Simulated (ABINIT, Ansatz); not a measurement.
# HfSi3 (Pm-3m): zone-centre phonons, part 2 of 2

Aim: the zone-centre modes of HfSi3 (Pm-3m).

ABINIT 10.8.3; DFT LDA, scalar-relativistic, plane waves, PseudoDojo norm-conserving pseudopotentials.

So far. Step 4 (Linear response at Γ): The acoustic modes at Γ come out as far as 1.7 cm⁻¹ from zero, where they should vanish, a small numerical error. The lowest optical mode is imaginary, 87i cm⁻¹, an instability at this level and on this k mesh. The relaxed cell has a = 3.900 Å (conventional setting).

The structure was built from a prototype and need not be the compound's stable phase.

### Step 5. Modes with the sum rule

anaddb reads the merged derivatives and imposes the acoustic sum rule.

anaddb.abi

```
ddb_filepath "gamma_DDB"
output_file "anaddb.abo"
outdata_prefix "anaddb"
asr 1
chneut 1
enunit 2
eivec 1
nph1l 1
qph1l 0.0 0.0 0.0 1.0
```

mrgddb.in

```
gamma_DDB
merged
2
dfpt_gammao_DDB
gso_DDB
```

Command:

```
mrgddb < mrgddb.in > mrgddb.log
OMP_NUM_THREADS=1 anaddb anaddb.abi > anaddb.log
```

anaddb.abo, the main output file:

```text
-outvars_anaddb: echo values of input variables ----------------------

 Miscellaneous information :
      enunit         2
       eivec         1
         asr         1
 First list of wavevector (reduced coord.) :
       nph1l         1
       qph1l
                     0.00000000E+00  0.00000000E+00  0.00000000E+00    1.000E+00

================================================================================

 read the DDB information and perform some checks

  ==== Info on the Cryst% object ====
 Real(R)+Recip(G) space primitive vectors, cartesian coordinates (Bohr,Bohr^-1):
 R(1)=  7.3695894  0.0000000  0.0000000  G(1)=  0.1356928  0.0000000  0.0000000
 R(2)=  0.0000000  7.3695894  0.0000000  G(2)=  0.0000000  0.1356928  0.0000000
 R(3)=  0.0000000  0.0000000  7.3695894  G(3)=  0.0000000  0.0000000  0.1356928
 Unit cell volume ucvol=  4.0024865E+02 bohr^3
 Angles (23,13,12)=  9.00000000E+01  9.00000000E+01  9.00000000E+01 degrees
 Time-reversal symmetry is present
 Reduced atomic positions [iatom, xred, symbol]:
    1)    0.0000000  0.0000000  0.0000000  Hf
    2)    0.0000000  0.5000000  0.5000000  Si
    3)    0.5000000  0.0000000  0.5000000  Si
    4)    0.5000000  0.5000000  0.0000000  Si

 DDB file with 3 blocks has been read.

================================================================================

 Treat the first list of vectors

  Phonon wavevector (reduced coordinates) :  0.00000  0.00000  0.00000
 Phonon energies in Hartree :
  -3.941222E-04 -3.941222E-04 -3.941222E-04  0.000000E+00  0.000000E+00
   0.000000E+00  1.189760E-03  1.189760E-03  1.189760E-03  1.222892E-03
   1.222892E-03  1.222892E-03
 Phonon energies in meV     :
- -1.072461E+01 -1.072461E+01 -1.072461E+01  0.000000E+00  0.000000E+00
-  0.000000E+00  3.237502E+01  3.237502E+01  3.237502E+01  3.327658E+01
-  3.327658E+01  3.327658E+01
 Phonon frequencies in cm-1    :
- -8.649983E+01 -8.649983E+01 -8.649983E+01  0.000000E+00  0.000000E+00
-  0.000000E+00  2.611222E+02  2.611222E+02  2.611222E+02  2.683937E+02
-  2.683937E+02  2.683937E+02
 Phonon frequencies in Thz     :
- -2.593200E+00 -2.593200E+00 -2.593200E+00  0.000000E+00  0.000000E+00
-  0.000000E+00  7.828246E+00  7.828246E+00  7.828246E+00  8.046241E+00
-  8.046241E+00  8.046241E+00
 Phonon energies in Kelvin  :
- -1.244539E+02 -1.244539E+02 -1.244539E+02  0.000000E+00  0.000000E+00
-  0.000000E+00  3.756965E+02  3.756965E+02  3.756965E+02  3.861587E+02
-  3.861587E+02  3.861587E+02

 Eigendisplacements
 (will be given, for each mode : in cartesian coordinates
   for each atom the real part of the displacement vector,
   then the imaginary part of the displacement vector - absolute values smaller than 1.0d-7 are set to zero)
  Mode number    1   Energy   -3.941222E-04
 Attention : low frequency mode.
   (Could be unstable or acoustic mode)
-  1  0.00000000E+00  0.00000000E+00  6.86029003E-04
-     0.00000000E+00  0.00000000E+00  0.00000000E+00
-  2  0.00000000E+00  0.00000000E+00 -1.49110983E-04
-     0.00000000E+00  0.00000000E+00  0.00000000E+00
-  3  0.00000000E+00  0.00000000E+00 -1.49110983E-04
-     0.00000000E+00  0.00000000E+00  0.00000000E+00
-  4  0.00000000E+00  0.00000000E+00 -4.06165308E-03
-     0.00000000E+00  0.00000000E+00  0.00000000E+00
  Mode number    2   Energy   -3.941222E-04
 Attention : low frequency mode.
   (Could be unstable or acoustic mode)
-  1  0.00000000E+00 -6.86029003E-04  0.00000000E+00
-     0.00000000E+00  0.00000000E+00  0.00000000E+00
-  2  0.00000000E+00  1.49110983E-04  0.00000000E+00
-     0.00000000E+00  0.00000000E+00  0.00000000E+00
-  3  0.00000000E+00  4.06165308E-03  0.00000000E+00
-     0.00000000E+00  0.00000000E+00  0.00000000E+00
-  4  0.00000000E+00  1.49110983E-04  0.00000000E+00
-     0.00000000E+00  0.00000000E+00  0.00000000E+00
  Mode number    3   Energy   -3.941222E-04
 Attention : low frequency mode.
   (Could be unstable or acoustic mode)
-  1  6.86029003E-04  0.00000000E+00  0.00000000E+00
-     0.00000000E+00  0.00000000E+00  0.00000000E+00
-  2 -4.06165308E-03  0.00000000E+00  0.00000000E+00
-     0.00000000E+00  0.00000000E+00  0.00000000E+00
-  3 -1.49110983E-04  0.00000000E+00  0.00000000E+00
-     0.00000000E+00  0.00000000E+00  0.00000000E+00
-  4 -1.49110983E-04  0.00000000E+00  0.00000000E+00
-     0.00000000E+00  0.00000000E+00  0.00000000E+00
  Mode number    4   Energy    0.000000E+00
 Attention : low frequency mode.
   (Could be unstable or acoustic mode)
-  1  0.00000000E+00  0.00000000E+00 -1.44494546E-03
-     0.00000000E+00  0.00000000E+00  0.00000000E+00
-  2  0.00000000E+00  0.00000000E+00 -1.44494556E-03
-     0.00000000E+00  0.00000000E+00  0.00000000E+00
-  3  0.00000000E+00  0.00000000E+00 -1.44494556E-03
-     0.00000000E+00  0.00000000E+00  0.00000000E+00
-  4  0.00000000E+00  0.00000000E+00 -1.44494603E-03
-     0.00000000E+00  0.00000000E+00  0.00000000E+00
  Mode number    5   Energy    0.000000E+00
 Attention : low frequency mode.
   (Could be unstable or acoustic mode)
-  1  0.00000000E+00  1.44494546E-03  0.00000000E+00
-     0.00000000E+00  0.00000000E+00  0.00000000E+00
-  2  0.00000000E+00  1.44494556E-03  0.00000000E+00
-     0.00000000E+00  0.00000000E+00  0.00000000E+00
-  3  0.00000000E+00  1.44494603E-03  0.00000000E+00
-     0.00000000E+00  0.00000000E+00  0.00000000E+00
-  4  0.00000000E+00  1.44494556E-03  0.00000000E+00
-     0.00000000E+00  0.00000000E+00  0.00000000E+00
  Mode number    6   Energy    0.000000E+00
 Attention : low frequency mode.
   (Could be unstable or acoustic mode)
-  1  1.44494546E-03  0.00000000E+00  0.00000000E+00
-     0.00000000E+00  0.00000000E+00  0.00000000E+00
-  2  1.44494603E-03  0.00000000E+00  0.00000000E+00
-     0.00000000E+00  0.00000000E+00  0.00000000E+00
-  3  1.44494556E-03  0.00000000E+00  0.00000000E+00
-     0.00000000E+00  0.00000000E+00  0.00000000E+00
-  4  1.44494556E-03  0.00000000E+00  0.00000000E+00
-     0.00000000E+00  0.00000000E+00  0.00000000E+00
  Mode number    7   Energy    1.189760E-03
-  1  0.00000000E+00  0.00000000E+00  0.00000000E+00
-     0.00000000E+00  0.00000000E+00  0.00000000E+00
-  2  0.00000000E+00  0.00000000E+00  3.12509966E-03
-     0.00000000E+00  0.00000000E+00  0.00000000E+00
-  3  0.00000000E+00  0.00000000E+00 -3.12509966E-03
-     0.00000000E+00  0.00000000E+00  0.00000000E+00
-  4  0.00000000E+00  0.00000000E+00  0.00000000E+00
-     0.00000000E+00  0.00000000E+00  0.00000000E+00
  Mode number    8   Energy    1.189760E-03
-  1  0.00000000E+00  0.00000000E+00  0.00000000E+00
-     0.00000000E+00  0.00000000E+00  0.00000000E+00
-  2  0.00000000E+00  3.12509966E-03  0.00000000E+00
-     0.00000000E+00  0.00000000E+00  0.00000000E+00
-  3  0.00000000E+00  0.00000000E+00  0.00000000E+00
-     0.00000000E+00  0.00000000E+00  0.00000000E+00
-  4  0.00000000E+00 -3.12509966E-03  0.00000000E+00
-     0.00000000E+00  0.00000000E+00  0.00000000E+00
  Mode number    9   Energy    1.189760E-03
-  1  0.00000000E+00  0.00000000E+00  0.00000000E+00
-     0.00000000E+00  0.00000000E+00  0.00000000E+00
-  2  0.00000000E+00  0.00000000E+00  0.00000000E+00
-     0.00000000E+00  0.00000000E+00  0.00000000E+00
-  3  3.12509966E-03  0.00000000E+00  0.00000000E+00
-     0.00000000E+00  0.00000000E+00  0.00000000E+00
-  4 -3.12509966E-03  0.00000000E+00  0.00000000E+00
-     0.00000000E+00  0.00000000E+00  0.00000000E+00
  Mode number   10   Energy    1.222892E-03
-  1  0.00000000E+00  0.00000000E+00 -7.17597252E-04
-     0.00000000E+00  0.00000000E+00  0.00000000E+00
-  2  0.00000000E+00  0.00000000E+00  2.76697418E-03
-     0.00000000E+00  0.00000000E+00  0.00000000E+00
-  3  0.00000000E+00  0.00000000E+00  2.76697418E-03
-     0.00000000E+00  0.00000000E+00  0.00000000E+00
-  4  0.00000000E+00  0.00000000E+00 -9.73447986E-04
-     0.00000000E+00  0.00000000E+00  0.00000000E+00
  Mode number   11   Energy    1.222892E-03
-  1  0.00000000E+00 -7.17597252E-04  0.00000000E+00
-     0.00000000E+00  0.00000000E+00  0.00000000E+00
-  2  0.00000000E+00  2.76697418E-03  0.00000000E+00
-     0.00000000E+00  0.00000000E+00  0.00000000E+00
-  3  0.00000000E+00 -9.73447986E-04  0.00000000E+00
-     0.00000000E+00  0.00000000E+00  0.00000000E+00
-  4  0.00000000E+00  2.76697418E-03  0.00000000E+00
-     0.00000000E+00  0.00000000E+00  0.00000000E+00
  Mode number   12   Energy    1.222892E-03
-  1  7.17597252E-04  0.00000000E+00  0.00000000E+00
-     0.00000000E+00  0.00000000E+00  0.00000000E+00
-  2  9.73447986E-04  0.00000000E+00  0.00000000E+00
-     0.00000000E+00  0.00000000E+00  0.00000000E+00
-  3 -2.76697418E-03  0.00000000E+00  0.00000000E+00
-     0.00000000E+00  0.00000000E+00  0.00000000E+00
-  4 -2.76697418E-03  0.00000000E+00  0.00000000E+00
-     0.00000000E+00  0.00000000E+00  0.00000000E+00

 Analysis of degeneracies and characters (maximum tolerance=1.00E-06 a.u.)
 For each vibration mode, or group of modes if degenerate,
 the characters are given for each symmetry operation (see the list in the log file).
 Symmetry characters of vibration mode #   1
       degenerate with vibration modes #   2 to    3
  3.0 -3.0 -1.0  1.0 -1.0  1.0 -1.0  1.0  1.0 -1.0 -1.0  1.0  1.0 -1.0 -1.0  1.0
  0.0 -0.0  0.0 -0.0 -0.0  0.0 -0.0  0.0  1.0 -1.0 -1.0  1.0 -1.0  1.0  1.0 -1.0
  0.0 -0.0 -0.0  0.0 -0.0  0.0  0.0 -0.0  1.0 -1.0  1.0 -1.0 -1.0  1.0 -1.0  1.0
 Symmetry characters of vibration mode #   4
       degenerate with vibration modes #   5 to    6
  3.0 -3.0 -1.0  1.0 -1.0  1.0 -1.0  1.0  1.0 -1.0 -1.0  1.0  1.0 -1.0 -1.0  1.0
 -0.0  0.0 -0.0  0.0  0.0 -0.0  0.0 -0.0  1.0 -1.0 -1.0  1.0 -1.0  1.0  1.0 -1.0
 -0.0  0.0  0.0 -0.0  0.0 -0.0 -0.0  0.0  1.0 -1.0  1.0 -1.0 -1.0  1.0 -1.0  1.0
 Symmetry characters of vibration mode #   7
       degenerate with vibration modes #   8 to    9
  3.0 -3.0 -1.0  1.0 -1.0  1.0 -1.0  1.0 -1.0  1.0  1.0 -1.0 -1.0  1.0  1.0 -1.0
 -0.0  0.0 -0.0  0.0  0.0 -0.0 -0.0  0.0 -1.0  1.0  1.0 -1.0  1.0 -1.0 -1.0  1.0
 -0.0  0.0  0.0 -0.0 -0.0  0.0 -0.0  0.0 -1.0  1.0 -1.0  1.0  1.0 -1.0  1.0 -1.0
 Symmetry characters of vibration mode #  10
       degenerate with vibration modes #  11 to   12
  3.0 -3.0 -1.0  1.0 -1.0  1.0 -1.0  1.0  1.0 -1.0 -1.0  1.0  1.0 -1.0 -1.0  1.0
  0.0 -0.0  0.0 -0.0 -0.0  0.0 -0.0  0.0  1.0 -1.0 -1.0  1.0 -1.0  1.0  1.0 -1.0
  0.0 -0.0 -0.0  0.0 -0.0  0.0  0.0 -0.0  1.0 -1.0  1.0 -1.0 -1.0  1.0 -1.0  1.0
-
```

The job ended after 0.48 s (1 thread of Arm Neoverse V1, shared host).

This step gave:

| Property | Result |
| --- | --- |
| lowest optical zone-centre mode | -86.5 cm⁻¹ |

No LO-TO term; unit eigenvectors of the mass-weighted matrix, from anaddb's displacements. The modes at Γ (shares of kinetic energy by element, %) (negative means imaginary):

| mode | frequency (cm⁻¹) | symmetry | Hf % | Si % |
| --- | --- | --- | --- | --- |
| 1 | -86.5 | T1u | 15 | 85 |
| 2 | -86.5 | T1u | 15 | 85 |
| 3 | -86.5 | T1u | 15 | 85 |
| 4 | 0.0 | acoustic | 68 | 32 |
| 5 | 0.0 | acoustic | 68 | 32 |
| 6 | 0.0 | acoustic | 68 | 32 |
| 7 | 261.1 | T2u | 0 | 100 |
| 8 | 261.1 | T2u | 0 | 100 |
| 9 | 261.1 | T2u | 0 | 100 |
| 10 | 268.4 | T1u | 17 | 83 |
| 11 | 268.4 | T1u | 17 | 83 |
| 12 | 268.4 | T1u | 17 | 83 |

Displacements in mode 1 (-86.5 cm⁻¹), the largest set to 1:
```
Hf1  0.00  0.00  0.17
Si2  0.00  0.00 -0.04
Si3  0.00  0.00 -0.04
Si4  0.00  0.00 -1.00
```

Displacements in mode 10 (268.4 cm⁻¹), the largest set to 1:
```
Hf1  0.00  0.00 -0.26
Si2  0.00  0.00  1.00
Si3  0.00  0.00  1.00
Si4  0.00  0.00 -0.35
```

The rule moves no optical mode by more than 0.1 cm⁻¹.

### Step 6. A second program

A second program on the same cell, potentials, cutoff and meshes tests the implementation of the phonon response, not its convergence.

This step: DFT LDA, scalar-relativistic, plane waves, PseudoDojo norm-conserving pseudopotentials (Ansatz 0.2.0).

input.yaml

```yaml
crystal:
  lattice:
    - [3.8998187564, 0.0, 0.0]
    - [0.0, 3.8998187564, 0.0]
    - [0.0, 0.0, 3.8998187564]
  atoms:
    - { symbol: Hf, position: [0.0, 0.0, 0.0] }
    - { symbol: Si, position: [0.0, 0.5, 0.5] }
    - { symbol: Si, position: [0.5, 0.0, 0.5] }
    - { symbol: Si, position: [0.5, 0.5, 0.0] }
kpoints:
  mp_grid: { grid: [8, 8, 8] }
hamiltonian:
  xc: lda
  pseudopotentials: { kind: nc, accuracy: standard }
scf:
  occupations: { method: methfessel_paxton, width: 0.27211 }
output:
  eigenvalues: true
basis:
  ecutwfc: 680.285
phonons:
  method: dfpt
```

Command:

```
ansatz run input.yaml --threads 4 --pin off --max-ram 8192MiB --backend cpu --events-out ev --progress --plain --runs-dir out
```

Output:

```text
Warning: basis.ecutwfc = 680.285 eV is below the records' recommended 789.130201 eV, and the density's cutoff is lower with it unless basis.ecutrho_ratio is high enough to keep the records' density cutoff: compare with a run at a higher cutoff
zone centre: on kpoints.mp_grid the ground state, and the responses unless they are solved on pairs of k-points, stand on 125 of the mesh's 512 k-points, reduced under 8 symmetry operations, with k and −k counted as one. Each operation leaves every solved displacement unchanged or reverses it
Engine: ansatz 0.2.0, aarch64-unknown-linux-gnu
Pseudopotentials: kind: nc
Pseudopotential: Hf, nc, valence charge 12, recommended cutoff 789.130201 eV (normal), Hf.nc.azcp (PseudoDojo's, or run here from an input of PseudoDojo's; its table is named by hamiltonian.pseudopotentials.accuracy)
Pseudopotential: Si, nc, valence charge 4, recommended cutoff 435.38218 eV (normal), Si.nc.azcp (PseudoDojo's, or run here from an input of PseudoDojo's; its table is named by hamiltonian.pseudopotentials.accuracy)
Functional definition: SPW92
  exchange = slater_x
  correlation = pw_c
Crystal: 4 atoms, lattice volume = 59.311 Å³
Basis set: ecut = 680.285 eV, 2373 PW (Γ), exchange–correlation on 72×72×72 points (8 copies of the dense FFT grid, shifted against one another)
Bands: 16, of which v1, the nominal top of the filled ones, is band 12 counted from 1 (11 counted from 0)
Symmetry: 48 space group operations
k-points: 125 of 512 (irreducible under 8 space group operations)
Non-local potential: Hf, projectors of the file, l = 0: 2, l = 1: 2, l = 2: 2, l = 3: 2
Non-local potential: Si, projectors of the file, l = 0: 2, l = 1: 2, l = 2: 2
Initial density: superposition of atomic densities (chi_scale 0.1, normalization cell, long waves kept (reshape's long-wave potential 0.00 eV rms))
Initial wavefunctions: pseudopotential atomic-orbital guess
Functional: x = slater, c = lda
SCF iter   1: F=—  HF=-1884.812030 eV  |F-HF|=—  |Δ(HF+E_count)|=         —  Δρ=2.94e-2  dr2=7.61e-1  ethr=3.10e-3  ⟨swp⟩=6.9  Hψ=26521  notcnv=0
automatic band count: the SCF goes on with 20 bands, as 16 were too few: they end inside the smearing window of the response
preconditioner: auto → Kerker (q_TF=auto, 2.346 Å⁻¹)  [metal: Δε(μ)=0.055 eV  Ē_g=8.695 eV  σ=0.272 eV  W_gap=0.17  n_scr=18 (ndim 8)  ℏωp=19.3 eV  f_vac=0.000  D(μ)=2.12/eV (n_scr^D=18)]
SCF iter   2: F=—  HF=-1884.657695 eV  |F-HF|=—  |Δ(HF+E_count)|=   1.54e-1  S|Δr|=    0.00e0  Δρ=1.74e-2  dr2=2.34e-1  ethr=3.10e-3  ⟨swp⟩=1.1  Hψ=3525  notcnv=0
SCF iter   3: F=—  HF=-1884.579159 eV  |F-HF|=—  |Δ(HF+E_count)|=   7.85e-2  S|Δr|=    0.00e0  Δρ=2.35e-3  dr2=3.49e-3  ethr=9.76e-4  ⟨swp⟩=2.8  Hψ=3383  notcnv=0
SCF iter   4: F=—  HF=-1884.577732 eV  |F-HF|=—  |Δ(HF+E_count)|=   1.43e-3  S|Δr|=    0.00e0  Δρ=3.81e-4  dr2=6.18e-5  ethr=1.45e-5  ⟨swp⟩=2.5  Hψ=3862  notcnv=0  defer=14
SCF iter   5: F=—  HF=-1884.577731 eV  |F-HF|=—  |Δ(HF+E_count)|=   1.22e-6  S|Δr|=    0.00e0  Δρ=5.84e-5  dr2=1.51e-6  ethr=2.57e-7  ⟨swp⟩=2.5  Hψ=3794  notcnv=0  defer=14
SCF iter   6: F=—  HF=-1884.577731 eV  |F-HF|=—  |Δ(HF+E_count)|=   7.76e-7  S|Δr|=    0.00e0  Δρ=6.94e-6  dr2=3.02e-8  ethr=6.28e-9  ⟨swp⟩=2.6  Hψ=4266  notcnv=0  defer=131
SCF iter   7: F=—  HF=-1884.577731 eV  |F-HF|=—  |Δ(HF+E_count)|=   6.59e-9  S|Δr|=    0.00e0  Δρ=6.97e-7  dr2=4.68e-10  ethr=1.26e-10  ⟨swp⟩=2.4  Hψ=3944  notcnv=0  defer=133
SCF iter   8: F=-1884.577731 eV  HF=-1884.577731 eV  |F-HF|=2.05e-12  |Δ(HF+E_count)|=  1.19e-10  S|Δr|=    0.00e0  Δρ=1.07e-7  dr2=5.06e-12  ethr=1.00e-12  ⟨swp⟩=13.5  Hψ=20613  notcnv=0
SCF 1 converged in 8 iterations: F = -1884.577731 eV  dr2 = 5.06e-12
DFPT response loops at Γ: preconditioner auto → Kerker (q_TF=auto, 2.346 Å⁻¹) (partly filled bands, converged f_vac=0.000); β = 1.00, the filter's whole step (`scf.mixing.beta` (0.50) is not read by the response loops under this deck's `scf.mixing.preconditioner`; to damp them name `kerker` or `kerker_dos`, under which they read `scf.mixing.beta`, and type it under 1.00, their step now; both keys bind the ground state too); Broyden in place of MSR1
SCF converged after 8 iterations
Stability not checked: this state was not tested for a lower state beside it, because cold or Methfessel-Paxton smearing, or corrected tetrahedra, fill the levels in a way that the test cannot read (fill_not_monotonic; see scf.lower_state_search)
Free energy (F): -1884.577731 eV
Harris-Foulkes:  -1884.577731 eV  (|F-HF|=2.05e-12)
Internal energy: -1884.569642 eV  (E = F + TS)
E sigma→0 (E₀):  -1884.575709 eV
Entropy (-TS):   -0.008089 eV (-2.022 meV/atom)
Fermi energy:    13.681537 eV
--- Per-component energies (eV) ---
  E_band       = -70.921008
  E_kinetic    = 530.945597
  E_local      = -867.729698  (includes V_loc(G=0)·N_el)
  E_nonlocal   = 121.476016
  E_hartree    = 266.581369
  E_xc         = -517.136136
  E_vxc        = -388.775652  (∫ρ·V_xc dr)
  E_ewald      = -1418.706790
  E_smearing   = -0.008089  (= −TS)
  E_closure    = -0.000000  (closes the sum)
  Σ components = -1884.577731   (vs F -1884.577731, Δ=0.00e0)
--- Band table (eV; the first three rows and the last of 125) ---
  k-point 0: bands = [... 8 lower, 9.3645, 9.3645, 13.4311, 13.5268, 13.5268, 13.5268, 15.9180, 15.9180, ... 4 higher]
  k-point 1: bands = [... 8 lower, 9.3344, 9.8580, 13.1782, 13.1782, 13.5986, 14.0888, 14.3526, 16.6520, ... 4 higher]
  k-point 2: bands = [... 8 lower, 9.2449, 10.8041, 12.6417, 12.7552, 12.7552, 13.7861, 15.3521, 17.2294, ... 4 higher]
  k-point 124: bands = [... 8 lower, 8.5568, 8.5568, 8.5568, 12.7040, 15.8727, 15.8727, 17.8816, 17.8816, ... 4 higher]
--- Phonons (Γ-DFPT): 3 representative perturbations + reference, on 125 of 512 k-points (Σ response iterations 9) ---
  k mesh reduced under 8 symmetry operations, with k and −k counted as one. Each operation leaves every solved displacement unchanged or reverses it
  ASR residual: 3.351e-5 → 0.000e0 eV/Å²; symmetrization residual: 7.734e-6 eV/Å²
  ASR residual per site (eV/Å²): 3.35e-5 3.20e-5 3.20e-5 3.20e-5
  Γ frequencies (cm⁻¹): -86.52 -86.52 -86.52 0.00 0.00 0.00 261.13 261.13 261.13 268.40 268.40 268.40
  non-analytic LO–TO correction: not included (Born effective charges unavailable; polar crystals: no LO–TO splitting at Γ)
```

Elapsed: 22 s, on 4 threads; peak memory 1.2 GiB; 86 s of CPU time.

Read from the output:

| Quantity | Value |
| --- | --- |
| sum-rule residual before enforcement | 3.35e-5 eV/Å² |
| lowest optical zone-centre mode | -86.52 cm⁻¹ |

### Step 7. The two compared: ABINIT PseudoDojo and Ansatz, PseudoDojo

Worked out from the results:

- root-mean-square difference: 0.01 cm⁻¹
- largest difference: 0.02 cm⁻¹

Frequencies side by side, by row:

| q (reciprocal lattice) | mode | ABINIT PseudoDojo (cm⁻¹) | Ansatz, PseudoDojo (cm⁻¹) |
| --- | --- | --- | --- |
| 0 0 0 | 1 | -86.5 | -86.52 |
| 0 0 0 | 2 | -86.5 | -86.52 |
| 0 0 0 | 3 | -86.5 | -86.52 |
| 0 0 0 | 4 | 0 | 0 |
| 0 0 0 | 5 | 0 | 0 |
| 0 0 0 | 6 | 0 | 0 |
| 0 0 0 | 7 | 261.1 | 261.1 |
| 0 0 0 | 8 | 261.1 | 261.1 |
| 0 0 0 | 9 | 261.1 | 261.1 |
| 0 0 0 | 10 | 268.4 | 268.4 |
| 0 0 0 | 11 | 268.4 | 268.4 |
| 0 0 0 | 12 | 268.4 | 268.4 |

At the zone centre the largest difference (acoustic modes at Γ apart) is 0.007 % of the highest mode.

### Step 8. Summary of results

| Property | Result |
| --- | --- |
| space group after relaxation | Pm-3m |
| volume per atom | 14.8 Å³ |
| highest optical zone-centre mode (no LO-TO term) | 268.4 cm⁻¹ |
| lowest optical zone-centre mode | -86.5 cm⁻¹ |
| imaginary optical modes at the zone centre (no q mesh in this session) | yes |
| largest difference from Ansatz, PseudoDojo | 0.02 cm⁻¹ |

What this shows: At the LDA level the optical modes of HfSi3 (Pm-3m) at the zone centre run from 86i to 268 cm⁻¹, so the structure is a saddle point, with 3 modes beyond 10i cm⁻¹ there. ABINIT PseudoDojo and Ansatz, PseudoDojo agree to 0.02 cm⁻¹ (0.007 % of the highest mode compared) on all solved modes but the acoustic ones at Γ, without the LO-TO term. These are harmonic frequencies at zero temperature: anharmonic shifts and linewidths and thermal expansion are left out. Spin-orbit coupling is left out, which can matter for the heavy elements here. In a metal the frequencies hang on the k mesh and the smearing, most of all near Kohn anomalies. Ansatz warns that the cutoff lies 14 % under the one recommended for these files; agreement at one cutoff is not convergence. The structure is a hypothetical one, built on a prototype.

[Host names and launcher messages were left out of these logs when they were recorded.]

[Logs are printed without paths, hosts, clocks, repeated set-up lines and the standing remarks that a program may print on its own settings, such as how far it seeks lower states.]

[Hosts, paths, dates, database ids (printed as entryN), source tags and the programs' standing remarks are cut or masked in the printed files.]
